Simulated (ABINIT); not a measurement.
# Tellurium (P3_121, 3 atoms a cell): one start, several treatments of the self-energy

How much does the gap of Tellurium (P3_121, 3 atoms a cell) depend on the approximation to the self-energy?

Main program and level: ABINIT 10.8.3; PBE and many-body steps on it, plane waves.

The database entry behind the starting cell differs from later determinations by our own check (inner coordinate of an old entry), so it need not match the best structure at ambient conditions.

### 1. The starting structure

Symmetry: P3_121, No. 152, trigonal system. Conventional cell: a = 4.454 Å, b = 4.454 Å, c = 5.924 Å, α = 90.00°, β = 90.00°, γ = 120.00°. Te has 2 Te at 2.86 Å nearest.

Coordinates:

```cif
data_structure
_symmetry_space_group_name_H-M 'P3_121'
_symmetry_Int_Tables_number 152
_cell_length_a 4.4540
_cell_length_b 4.4540
_cell_length_c 5.9240
_cell_angle_alpha 90.000
_cell_angle_beta 90.000
_cell_angle_gamma 120.000
_cell_volume 101.78
loop_
_atom_site_label
_atom_site_type_symbol
_atom_site_symmetry_multiplicity
_atom_site_Wyckoff_symbol
_atom_site_fract_x
_atom_site_fract_y
_atom_site_fract_z
_atom_site_occupancy
Te1 Te 3 a 0.26900 0.00000 0.33333 1
```

The cell and positions come from the Crystallography Open Database and are kept as given unless a step says otherwise. Spin-orbit coupling is left out unless a step names it.

### 2. Empty states on the mesh, 3×3×2 mesh, 265 bands

This step: ABINIT 10.8.3; DFT, PBE, plane waves, norm-conserving pseudopotentials.

The sums over transitions need many empty states on a uniform mesh; this step solves for them.

Input file run.abi:

```
acell 3*1.0 Angstrom
rprim 
  4.454000000025 -0.000000000006 0.000000000000
  -2.227000000008 3.857277148481 0.000000000000
  0.000000000000 0.000000000000 5.924000000000
ntypat 1
znucl 52
natom 3
typat 1 1 1
xred 
  0.269000000000 0.000000000000 0.333333333333
  0.000000000000 0.269000000000 0.666666666667
  0.731000000000 0.731000000000 -0.000000000000
pp_dirpath "pseudos"
pseudos "Te.upf"
ecut 34
ngkpt 3 3 2
nshiftk 1
shiftk 0 0 0
kptopt 1
chksymbreak 0
iscf -2
irdden 1
istwfk *1
nband 265
nbdbuf 24
tolwfr 1e-09
nstep 60
prtvol 0
indata_prefix "in"
outdata_prefix "out"
tmpdata_prefix "tmp"
```

On the command line:

```
$ OMP_NUM_THREADS=1 mpirun -n 4 abinit run.abi > log
```

Numbers of over 12 decimals in the logs are rounded to 6 here.

Log:

```text
.Version 10.8.3 of ABINIT. v10.8.2 released Aug 2026.

 Symmetries : space group P3_1 2 1 (#152); Bravais hP (primitive hexag.)
[... echo of the input left out ...]
== DATASET  1 ==================================================================
-   mpi_nproc: 4, omp_nthreads: 1 (-1 if OMP is not activated)

--- !DatasetInfo
iteration_state: {dtset: 1, }
dimensions: {natom: 3, nkpt: 6, mband: 265, nsppol: 1, nspinor: 1, nspden: 1, mpw: 6557, }
cutoff_energies: {ecut:  34.0, pawecutdg:  -1.0, }
[...]
3.41131    3.44203    3.45667    3.45667    3.48854    3.53430    3.53431    3.54484
   3.55336    3.55336    3.60476    3.60492    3.60566    3.64154    3.65141    3.66861
   3.67678
 prteigrs : prtvol=0 or 1, do not print more k-points.

== END DATASET(S) ==============================================================
================================================================================

 -outvars: echo values of variables after computation  --------
            nband         265
             nkpt           6
          spgroup         152
 [... the other variables as echoed above ...]

 Calculation completed.
```

It took 2.9 min on 4 MPI ranks of Arm Neoverse V1, shared host; peak memory 0.5 GiB.

This step gave:

| Item | Value |
| --- | --- |
| gap | 0.1739 eV |
| k of the valence top | 0.3333, 0.3333, 0.5 |
| k of the conduction bottom | 0.3333, 0.3333, 0.5 |
| least direct gap | 0.1739 eV |
| k points computed | 6 |
| lowest point of the top converged band, above the valence top | 85.6495 eV |

On this mesh the gap is 0.174 eV.

The density comes from a self-consistent run that is not shown.

### 3. Screening, 3×3×2 mesh, 241 bands, screening to 152.4 eV

The RPA dielectric matrix is built and inverted for each q.

This step: RPA screening on PBE, plane waves, norm-conserving pseudopotentials.

run.abi: that of step 2 with these lines changed.

```diff
@@ -21,10 +21,11 @@
 chksymbreak 0
-iscf -2
-irdden 1
 istwfk *1
-nband 265
-nbdbuf 24
-tolwfr 1e-09
-nstep 60
-prtvol 0
+occopt 1
+irdwfk 1
+optdriver 3
+nband 241
+ecuteps 5.6
+inclvkb 2
+awtr 1
+symchi 1
 indata_prefix "in"
```

Log:

```text
.Version 10.8.3 of ABINIT. v10.8.2 released Aug 2026.

 Symmetries : space group P3_1 2 1 (#152); Bravais hP (primitive hexag.)
[... echo of the input left out ...]
== DATASET  1 ==================================================================
-   mpi_nproc: 4, omp_nthreads: 1 (-1 if OMP is not activated)

--- !DatasetInfo
iteration_state: {dtset: 1, }
dimensions: {natom: 3, nkpt: 6, mband: 241, nsppol: 1, nspinor: 1, nspden: 1, mpw: 6557, }
cutoff_energies: {ecut:  34.0, pawecutdg:  -1.0, }
electrons: {nelect:   4.80000000E+01, charge:   0.00000000E+00, occopt:   1.00000000E+00, tsmear:   1.00000000E-02, }

 SCREENING: Calculation of the susceptibility and dielectric matrices

 Based on a program developped by R.W. Godby, V. Olevano, G. Onida, and L. Reining.
 Incorporated in ABINIT by V. Olevano, G.-M. Rignanese, and M. Torrent.
.Using double precision arithmetic ; gwpc =  8

[... cell and pseudopotentials left out ...]
--------------------------------------------------------------------------------

 ==== K-mesh for the wavefunctions ====
 Number of points in the irreducible wedge :     6
[... list of points left out ...]
 Together with  6 symmetry operations and time-reversal symmetry
 yields    18 points in the full Brillouin Zone.

 ==== Q-mesh for the screening function ====
 Number of points in the irreducible wedge :     6
[... list of points left out ...]
 Together with  6 symmetry operations and time-reversal symmetry
 yields    18 points in the full Brillouin Zone.

 setmesh: FFT mesh size selected  =    27x   27x   45
          total number of points  =        32805

 vcoul_init : cutoff-mode = AUXILIARY_FUNCTION
 q-points for optical limit:   1
     1)      0.000010    0.000020    0.000030

- screening: taking advantage of time-reversal symmetry
- Maximum band index for partially occupied states nbvw = 24
- Remaining bands to be divided among processors   nbcw = 217
- Number of bands treated by each node ~54

 Number of electrons calculated from density =   48.0000; Expected =   48.0000
 average of density, n =  0.069887
 r_s =    1.5060
 omega_plasma =   25.5009 [eV]

 calculating chi0 at frequencies [eV] :
  1    0.000000E+00    0.000000E+00
  2    0.000000E+00    2.550086E+01

--------------------------------------------------------------------------------
  q-point number  1        q = ( 0.000000, 0.000000, 0.000000) [r.l.u.]
--------------------------------------------------------------------------------
[... chi0 elements left out ...]
 For q-point:  0.000010 0.000020 0.000030
  dielectric constant =   1.65851E+03
  dielectric constant without local fields =   2.09901E+03

  Average fulfillment of the sum rule on Im[epsilon] for q-point    1 :     94.16  [%]
[... wings left out ...]
  q-point number  2        q = ( 0.333333, 0.000000, 0.000000) [r.l.u.]
--------------------------------------------------------------------------------
[... chi0 elements left out ...]
  Average fulfillment of the sum rule on Im[epsilon] for q-point    2 :    104.56  [%]

 [... 4 further q-points ...]
```

The job ended after 2 min (4 MPI ranks; peak memory 1.5 GiB; 7.4 min of CPU time).

Numbers from this step:

* ε∞ with local fields, on this mesh, along the program's q direction: 1659
* the same without local fields: 2099
* plasma frequency: 25.50 eV
* plane waves in the screening matrix: 449

Local fields lower ε∞ by 21 %. The value itself is an artefact of the mesh, where one narrow direct gap carries too much weight.

### 4. G0W0, Godby-Needs plasmon pole

The self-energy is evaluated for the states that the input lists, and the levels follow from it, in one-shot runs by the linearised quasiparticle equation.

This step: G0W0 on PBE, plane waves, norm-conserving pseudopotentials.

run.abi: that of step 3 with these lines changed.

```diff
@@ -24,8 +24,17 @@
 irdwfk 1
-optdriver 3
+optdriver 4
 nband 241
+gwcalctyp 0
+ecutsigx 34
+symsigma 1
+nkptgw 2
+kptgw 
+  0.3333333333 0.3333333333 0.5000000000
+  0.0000000000 0.0000000000 0.0000000000
+bdgw 
+  23 27
+  22 26
 ecuteps 5.6
-inclvkb 2
-awtr 1
-symchi 1
+irdscr 1
+ppmodel 1
 indata_prefix "in"
```

Log:

```text
.Version 10.8.3 of ABINIT. v10.8.2 released Aug 2026.

 Symmetries : space group P3_1 2 1 (#152); Bravais hP (primitive hexag.)
[... echo of the input left out ...]
== DATASET  1 ==================================================================
-   mpi_nproc: 4, omp_nthreads: 1 (-1 if OMP is not activated)

--- !DatasetInfo
iteration_state: {dtset: 1, }
dimensions: {natom: 3, nkpt: 6, mband: 241, nsppol: 1, nspinor: 1, nspden: 1, mpw: 6557, }
cutoff_energies: {ecut:  34.0, pawecutdg:  -1.0, }
electrons: {nelect:   4.80000000E+01, charge:   0.00000000E+00, occopt:   1.00000000E+00, tsmear:   1.00000000E-02, }

 SIGMA: Calculation of the GW corrections

 Based on a program developped by R.W. Godby, V. Olevano, G. Onida, and L. Reining.
 Incorporated in ABINIT by V. Olevano, G.-M. Rignanese, and M. Torrent.
.Using double precision arithmetic ; gwpc =  8

[... cell and pseudopotentials left out ...]
--------------------------------------------------------------------------------

 ==== K-mesh for the wavefunctions ====
 Number of points in the irreducible wedge :     6
[... list of points left out ...]
 Together with  6 symmetry operations and time-reversal symmetry
 yields    18 points in the full Brillouin Zone.

 ==== Q-mesh for screening function ====
 Number of points in the irreducible wedge :     6
[... list of points left out ...]
 Together with  6 symmetry operations and time-reversal symmetry
 yields    18 points in the full Brillouin Zone.

 vcoul_init : cutoff-mode = AUXILIARY_FUNCTION
 q-points for optical limit:   1
     1)      0.000010    0.000020    0.000030
 setmesh: FFT mesh size selected  =    40x   40x   60
          total number of points  =        96000

 Number of electrons calculated from density =   48.0000; Expected =   48.0000
 average of density, n =  0.069887
 r_s =    1.5060
 omega_plasma =   25.5009 [eV]

 === KS Band Gaps ===
  >>>> For spin  1
   Minimum direct gap =   0.1738 [eV], located at k-point      :   0.3333  0.3333  0.5000
   Fundamental gap    =   0.1738 [eV], Top of valence bands at :   0.3333  0.3333  0.5000
                                       Bottom of conduction at :   0.3333  0.3333  0.5000
 SIGMA fundamental parameters:
 PLASMON POLE MODEL  1
 number of plane-waves for SigmaX                 6557
 number of plane-waves for SigmaC and W            449
 number of plane-waves for wavefunctions          6557
 number of bands                                   241
 number of independent spin polarizations            1
 number of spinorial components                      1
 number of k-points in IBZ                           6
 number of q-points in IBZ                           6
 number of symmetry operations                       6
 number of k-points in BZ                           18
 number of q-points in BZ                           18
 number of frequencies for dSigma/dE                 9
 frequency step for dSigma/dE [eV]                0.25
 number of omega for Sigma on real axis              0
 max omega for Sigma on real axis  [eV]           0.00
 zcut for avoiding poles [eV]                     0.10

 EPSILON^-1 parameters (SCR file):
 dimension of the eps^-1 matrix on file            449
 dimension of the eps^-1 matrix used               449
 number of plane-waves for wavefunctions          6557
 number of bands                                   241
 number of q-points in IBZ                           6
 number of frequencies                               2
 number of real frequencies                          1
 number of imag frequencies                          1

 matrix elements of self-energy operator (all in [eV])

 Perturbative Calculation

--- !SelfEnergy_ee
iteration_state: {dtset: 1, }
kpoint     : [   0.333,    0.333,    0.500, ]
spin       : 1
KS_gap     :    0.174
QP_gap     :    0.497
Delta_QP_KS:    0.324
data: !SigmaeeData |
     Band     E0 <VxcDFT>   SigX SigC(E0)      Z dSigC/dE  Sig(E)    E-E0       E
       23   4.683 -12.381 -14.438   1.083   0.784  -0.275 -13.145  -0.763   3.920
       24   4.683 -12.381 -14.438   1.083   0.784  -0.275 -13.145  -0.763   3.920
       25   4.857 -11.885  -9.305  -3.139   0.786  -0.272 -12.324  -0.440   4.417
       26   6.003 -11.851  -9.094  -3.334   0.786  -0.273 -12.305  -0.453   5.550
       27   6.003 -11.851  -9.094  -3.334   0.786  -0.273 -12.305  -0.453   5.550

--- !SelfEnergy_ee
iteration_state: {dtset: 1, }
kpoint     : [   0.000,    0.000,    0.000, ]
spin       : 1
KS_gap     :    1.861
QP_gap     :    2.145
Delta_QP_KS:    0.285
data: !SigmaeeData |
     Band     E0 <VxcDFT>   SigX SigC(E0)      Z dSigC/dE  Sig(E)    E-E0       E
       22   3.007 -11.477 -14.257   1.824   0.776  -0.288 -12.219  -0.742   2.265
       23   3.007 -11.477 -14.257   1.824   0.776  -0.288 -12.219  -0.742   2.265
       24   3.836 -11.708 -14.430   1.693   0.779  -0.284 -12.509  -0.801   3.034
       25   5.696 -12.128  -9.580  -3.208   0.782  -0.279 -12.644  -0.517   5.179
       26   5.696 -12.128  -9.580  -3.208   0.782  -0.279 -12.644  -0.517   5.179

== END DATASET(S) ==============================================================
================================================================================

 -outvars: echo values of variables after computation  --------
           etotal      0.0000000000E+00
            nband         241
             nkpt           6
          spgroup         152
 [... the other variables as echoed above ...]

 Calculation completed.
```

It took 47 s on 4 MPI ranks; peak memory 1.5 GiB; 3 min of CPU time.

This step gave:

| Property | Result |
| --- | --- |
| G0W0 gap on the points computed | 0.4970 eV |
| starting gap on the mesh | 0.1739 eV |
| k of the valence top | 0.3333, 0.3333, 0.5 |
| k of the conduction bottom | 0.3333, 0.3333, 0.5 |
| Z at the valence top | 0.784 |
| Z at the conduction bottom | 0.786 |
| least direct G0W0 gap on the computed points | 0.4970 eV |

The gap on the mesh goes from 0.17 eV to 0.50 eV, a correction of +0.32 eV.

### 5. G0W0, Hybertsen-Louie plasmon pole

run.abi: that of step 4 with these lines changed.

```diff
@@ -38,3 +38,3 @@
 irdscr 1
-ppmodel 1
+ppmodel 2
 indata_prefix "in"
```

Log:

```text
.Version 10.8.3 of ABINIT. v10.8.2 released Aug 2026.

 Symmetries : space group P3_1 2 1 (#152); Bravais hP (primitive hexag.)
[... echo of the input left out ...]
== DATASET  1 ==================================================================
-   mpi_nproc: 4, omp_nthreads: 1 (-1 if OMP is not activated)

--- !DatasetInfo
iteration_state: {dtset: 1, }
dimensions: {natom: 3, nkpt: 6, mband: 241, nsppol: 1, nspinor: 1, nspden: 1, mpw: 6557, }
cutoff_energies: {ecut:  34.0, pawecutdg:  -1.0, }
electrons: {nelect:   4.80000000E+01, charge:   0.00000000E+00, occopt:   1.00000000E+00, tsmear:   1.00000000E-02, }

 SIGMA: Calculation of the GW corrections

 Based on a program developped by R.W. Godby, V. Olevano, G. Onida, and L. Reining.
 Incorporated in ABINIT by V. Olevano, G.-M. Rignanese, and M. Torrent.
.Using double precision arithmetic ; gwpc =  8

[... cell and pseudopotentials left out ...]
--------------------------------------------------------------------------------

 ==== K-mesh for the wavefunctions ====
 Number of points in the irreducible wedge :     6
[... list of points left out ...]
 Together with  6 symmetry operations and time-reversal symmetry
 yields    18 points in the full Brillouin Zone.

 ==== Q-mesh for screening function ====
 Number of points in the irreducible wedge :     6
[... list of points left out ...]
 Together with  6 symmetry operations and time-reversal symmetry
 yields    18 points in the full Brillouin Zone.

 vcoul_init : cutoff-mode = AUXILIARY_FUNCTION
 q-points for optical limit:   1
     1)      0.000010    0.000020    0.000030
 setmesh: FFT mesh size selected  =    40x   40x   60
          total number of points  =        96000

 Number of electrons calculated from density =   48.0000; Expected =   48.0000
[...]
number of omega for Sigma on real axis              0
 max omega for Sigma on real axis  [eV]           0.00
 zcut for avoiding poles [eV]                     0.10

 EPSILON^-1 parameters (SCR file):
 dimension of the eps^-1 matrix on file            449
 dimension of the eps^-1 matrix used               449
 number of plane-waves for wavefunctions          6557
 number of bands                                   241
 number of q-points in IBZ                           6
 number of frequencies                               2
 number of real frequencies                          1
 number of imag frequencies                          1

 matrix elements of self-energy operator (all in [eV])

 Perturbative Calculation

--- !SelfEnergy_ee
iteration_state: {dtset: 1, }
kpoint     : [   0.333,    0.333,    0.500, ]
spin       : 1
KS_gap     :    0.174
QP_gap     :    0.469
Delta_QP_KS:    0.295
data: !SigmaeeData |
     Band     E0 <VxcDFT>   SigX SigC(E0)      Z dSigC/dE  Sig(E)    E-E0       E
       23   4.683 -12.381 -14.438   0.771   0.835  -0.197 -13.455  -1.074   3.610
       24   4.683 -12.381 -14.438   0.771   0.835  -0.197 -13.455  -1.074   3.610
       25   4.857 -11.885  -9.305  -3.511   0.836  -0.196 -12.663  -0.779   4.078
[...]
--- !SelfEnergy_ee
iteration_state: {dtset: 1, }
kpoint     : [   0.000,    0.000,    0.000, ]
spin       : 1
KS_gap     :    1.861
QP_gap     :    2.216
Delta_QP_KS:    0.356
data: !SigmaeeData |
     Band     E0 <VxcDFT>   SigX SigC(E0)      Z dSigC/dE  Sig(E)    E-E0       E
[...]
25   5.696 -12.128  -9.580  -3.510   0.834  -0.199 -12.931  -0.803   4.893
       26   5.696 -12.128  -9.580  -3.510   0.834  -0.199 -12.931  -0.803   4.893

== END DATASET(S) ==============================================================
================================================================================

 -outvars: echo values of variables after computation  --------
           etotal      0.0000000000E+00
            nband         241
             nkpt           6
          spgroup         152
 [... the other variables as echoed above ...]

 Calculation completed.
```

It took 45 s on 4 MPI ranks; peak memory 1.4 GiB; 2.8 min of CPU time.

This step gave:

| Item | Value |
| --- | --- |
| G0W0 gap on the points computed | 0.4680 eV |
| starting gap on the mesh | 0.1739 eV |
| k of the valence top | 0.3333, 0.3333, 0.5 |
| k of the conduction bottom | 0.3333, 0.3333, 0.5 |
| Z at the valence top | 0.835 |
| Z at the conduction bottom | 0.836 |
| least direct G0W0 gap on the computed points | 0.4680 eV |

Against G0W0 in ABINIT (3×3×2 mesh, 241 bands, screening to 152.4 eV, Godby-Needs plasmon pole), the gap moves by −0.029 eV.

### 6. G0W0, von der Linden-Horsch plasmon pole

run.abi: that of step 5 with these lines changed.

```diff
@@ -38,3 +38,3 @@
 irdscr 1
-ppmodel 2
+ppmodel 3
 indata_prefix "in"
```

Log:

```text
.Version 10.8.3 of ABINIT. v10.8.2 released Aug 2026.

 Symmetries : space group P3_1 2 1 (#152); Bravais hP (primitive hexag.)
[... echo of the input left out ...]
== DATASET  1 ==================================================================
-   mpi_nproc: 4, omp_nthreads: 1 (-1 if OMP is not activated)

--- !DatasetInfo
iteration_state: {dtset: 1, }
dimensions: {natom: 3, nkpt: 6, mband: 241, nsppol: 1, nspinor: 1, nspden: 1, mpw: 6557, }
cutoff_energies: {ecut:  34.0, pawecutdg:  -1.0, }
[...]
Band     E0 <VxcDFT>   SigX SigC(E0)      Z dSigC/dE  Sig(E)    E-E0       E
[...]
25   5.696 -12.128  -9.580  -3.627   0.835  -0.197 -13.030  -0.902   4.794
       26   5.696 -12.128  -9.580  -3.627   0.835  -0.197 -13.030  -0.902   4.794

== END DATASET(S) ==============================================================
================================================================================

 -outvars: echo values of variables after computation  --------
           etotal      0.0000000000E+00
            nband         241
             nkpt           6
          spgroup         152
 [... the other variables as echoed above ...]

 Calculation completed.
```

It took 20 s on 4 MPI ranks; peak memory 1.4 GiB; 74 s of CPU time.

This step gave:

```yaml
g0w0_gap_on_the_points_computed: 0.5090 eV
starting_gap_on_the_mesh: 0.1739 eV
k_of_the_valence_top: 0.3333, 0.3333, 0.5
k_of_the_conduction_bottom: 0.3333, 0.3333, 0.5
least_direct_g0w0_gap_on_the_computed_points: 0.5090 eV
```

Against G0W0 in ABINIT (3×3×2 mesh, 241 bands, screening to 152.4 eV, Godby-Needs plasmon pole), the gap moves by +0.012 eV.

[end of part 1 of 2]

[Paths, hosts, dates, memory and timing lines, banners, echoed tables and standing remarks are left out of the program output.]

[Logs are printed without paths, hosts, clocks, repeated set-up lines and the standing remarks that a program may print on its own settings, such as how far it seeks lower states.]

[Runs of the session that timed out or met a known fault of the program may be left out.]

[No measured gap is set beside runs whose start may be inverted or whose files or cutoffs have a known fault.]

[Hosts, paths, dates, database ids (printed as entryN), source tags and the programs' standing remarks are cut or masked in the printed files.]

[G0W0 gaps are taken among the corrected bands and points alone; a level outside them can change the order at an edge.]

[Where Ansatz stands beside ABINIT at settings called matched, ABINIT's density can come from a denser mesh and the files from another edition; pairs whose starting gaps differed by over 0.03 eV were left out, so agreement reads better than it is.]
